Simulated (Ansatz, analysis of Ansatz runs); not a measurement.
**Charge-transition level of the Mn on the Ga site in GaP (PBE)**

How near does this set-up come to the measured charge-transition level? Subject: Mn on the Ga site in GaP. Set-up: PBE, 32-site cell, PBE lattice, 420 eV, k: the single point 1/4 1/4 1/4 then 2x2x2 shifted 0.5 0.5 0.5, with the key nspin. The model is a cell of 32 host atoms with 1 Ga taken out and 1 Mn put in. The level is the Fermi energy at which two charge states have equal formation energy, after a correction for the images of the charge.

**The experiment.** (0/-1) level above the valence-band top: 0.4 eV, by temperature-dependent Hall effect (quoted in “Electronic structure of transition-atom impurities in GaP”, 1985, V. A. Singh and Alex Zunger, quoting earlier work (1976)).

Main program and level: Ansatz 0.2.0; plane-wave PAW DFT, PBE; relaxation of all atoms of a defect supercell.

### 1. Starting point

The cell holds 32 atoms: 15 Ga, 1 Mn and 16 P. Its edges and angles: a = 9.535 Å, b = 9.535 Å, c = 9.535 Å, α = 109.5°, β = 109.5°, γ = 109.5°. It derives from GaP (space group F-43m). Nearest the centre at fractional (0.250, 0.500, 0.250): Mn7 at 0.00 Å, P19 at 2.38 Å, P23 at 2.38 Å, P22 at 2.38 Å, P28 at 2.38 Å, Ga3 at 3.89 Å, Ga11 at 3.89 Å, Ga12 at 3.89 Å.

The host's primitive cell comes from a first run (plane-wave PAW DFT, PBE; relaxation of the host's cell and atoms): vectors of 3.893, 3.893 and 3.893 Å. That is 20.86 Å³ an atom, 3.0 % over the diffraction cell's volume. The supercell is built on it.

### 2. Relaxation, charge 0

Every later number rests on the structure around the defect, so the atoms are relaxed at the host's lattice first.

Input file relax0/input.yaml:

```yaml
relax:
  f_tol: 0.02
  max_steps: 80
  random_displacement: { amplitude: 0.05, seed: 561 }
crystal:
  lattice:
    - [-5.50512848, 5.50512848, -5.50512848]
    - [5.50512848, 5.50512848, 5.50512848]
    - [5.50512848, -5.50512848, -5.50512848]
  atoms:
    - { symbol: Ga, position: [0.0, 0.0, 0.0] }
    - { symbol: Ga, position: [0.0, 0.25, 0.75] }
    - { symbol: Ga, position: [0.0, 0.5, 0.5] }
    - { symbol: Ga, position: [0.0, 0.75, 0.25] }
    - { symbol: Ga, position: [0.25, 0.0, 0.75] }
    - { symbol: Ga, position: [0.25, 0.25, 0.5] }
    - { symbol: Mn, position: [0.25, 0.5, 0.25], spin: 4.0 }
    - { symbol: Ga, position: [0.25, 0.75, 0.0] }
    - { symbol: Ga, position: [0.5, 0.0, 0.5] }
    - { symbol: Ga, position: [0.5, 0.25, 0.25] }
    - { symbol: Ga, position: [0.5, 0.5, 0.0] }
    - { symbol: Ga, position: [0.5, 0.75, 0.75] }
    - { symbol: Ga, position: [0.75, 0.0, 0.25] }
    - { symbol: Ga, position: [0.75, 0.25, 0.0] }
    - { symbol: Ga, position: [0.75, 0.5, 0.75] }
    - { symbol: Ga, position: [0.75, 0.75, 0.5] }
    - { symbol: P, position: [0.0, 0.0, 0.75] }
    - { symbol: P, position: [0.0, 0.25, 0.5] }
    - { symbol: P, position: [0.0, 0.5, 0.25] }
    - { symbol: P, position: [0.0, 0.75, 0.0] }
    - { symbol: P, position: [0.25, 0.0, 0.5] }
    - { symbol: P, position: [0.25, 0.25, 0.25] }
    - { symbol: P, position: [0.25, 0.5, 0.0] }
    - { symbol: P, position: [0.25, 0.75, 0.75] }
    - { symbol: P, position: [0.5, 0.0, 0.25] }
    - { symbol: P, position: [0.5, 0.25, 0.0] }
    - { symbol: P, position: [0.5, 0.5, 0.75] }
    - { symbol: P, position: [0.5, 0.75, 0.5] }
    - { symbol: P, position: [0.75, 0.0, 0.0] }
    - { symbol: P, position: [0.75, 0.25, 0.75] }
    - { symbol: P, position: [0.75, 0.5, 0.5] }
    - { symbol: P, position: [0.75, 0.75, 0.25] }
  host:
    repeats: [1, 1, 1]
    atoms:
      - { symbol: Ga, position: [0.0, 0.0, 0.0] }
      - { symbol: Ga, position: [0.0, 0.25, 0.75] }
      # ... 30 more atoms of the perfect host
basis:
  ecutwfc: 420
  xc_grid: 2
hamiltonian:
  xc: pbe
kpoints:
  mp_grid: { grid: [1, 1, 1], shift: [0.25, 0.25, 0.25] }
magnetization:
  spin_polarized: true
  initial_magnetization: 4
  spin_locking: { lock_magnetization: hard }
  nspin: 2
scf:
  occupations: { method: fermi_dirac, width: 0.01 }
  max_iter: 100
output:
  forces: true
  charged_corrections:
    epsilon: 10.62
    static_epsilon: 12.85
    defect_position: [0.25, 0.5, 0.25]
checkpoint:
  write: "../relax0.run"
  compress: false
  write_wavefunctions: true
  write_every: 100000
```

Command:

```sh
$ ansatz run input.yaml --threads 2 --pin off --max-ram 3768MiB --backend cpu --events-out ev --progress --plain --runs-dir out
```

The log of the run:

```text
Error: YAML parse error: error: line 89 column 3: unknown field `nspin`, expected one of spin_polarized, noncollinear, spin_orbit, initial_magnetization, per_species, retry_lost_moments, magnetic_field, spin_locking, spin_spiral
  --> <input>:89:3
   |
87 |   initial_magnetization: 4
88 |   spin_locking: { lock_magnetization: hard }
89 |   nspin: 2
   |   ^ unknown field `nspin`, expected one of spin_polarized, noncollinear, spin_orbit, initial_magnetization, per_species, retry_lost_moments, magnetic_field, spin_locking, spin_spiral
90 | scf:
91 |   occupations: { method: fermi_dirac, width: 0.01 }
   |
```

Run time: 0.02 s. Hardware: 2 threads of Arm Neoverse V1, shared host; peak memory 0.022 GiB.

The program refused the input before any cycle.

The program's message: “Error: YAML parse error: error: line 89 column 3: unknown field `nspin`, expected one of spin_polarized, noncollinear, spin_orbit, initial_magnetization, per_species, retry_lost_moments, magnetic_fiel …”

### 3. Outcome

The charge-transition level was not obtained, because the step “relaxation, charge 0” was refused by the program; the cause lies in the set-up: nspin is a key of another program.

[Logs are printed without paths, hosts, clocks, repeated set-up lines and the standing remarks that a program may print on its own settings, such as how far it seeks lower states.]

[Hosts, paths, dates, database ids (printed as entryN), source tags and the programs' standing remarks are cut or masked in the printed files.]

[For some hosts the program warned that the k-mesh of the response run may be too coarse for force constants and the static dielectric constant; such warnings are not shown here.]
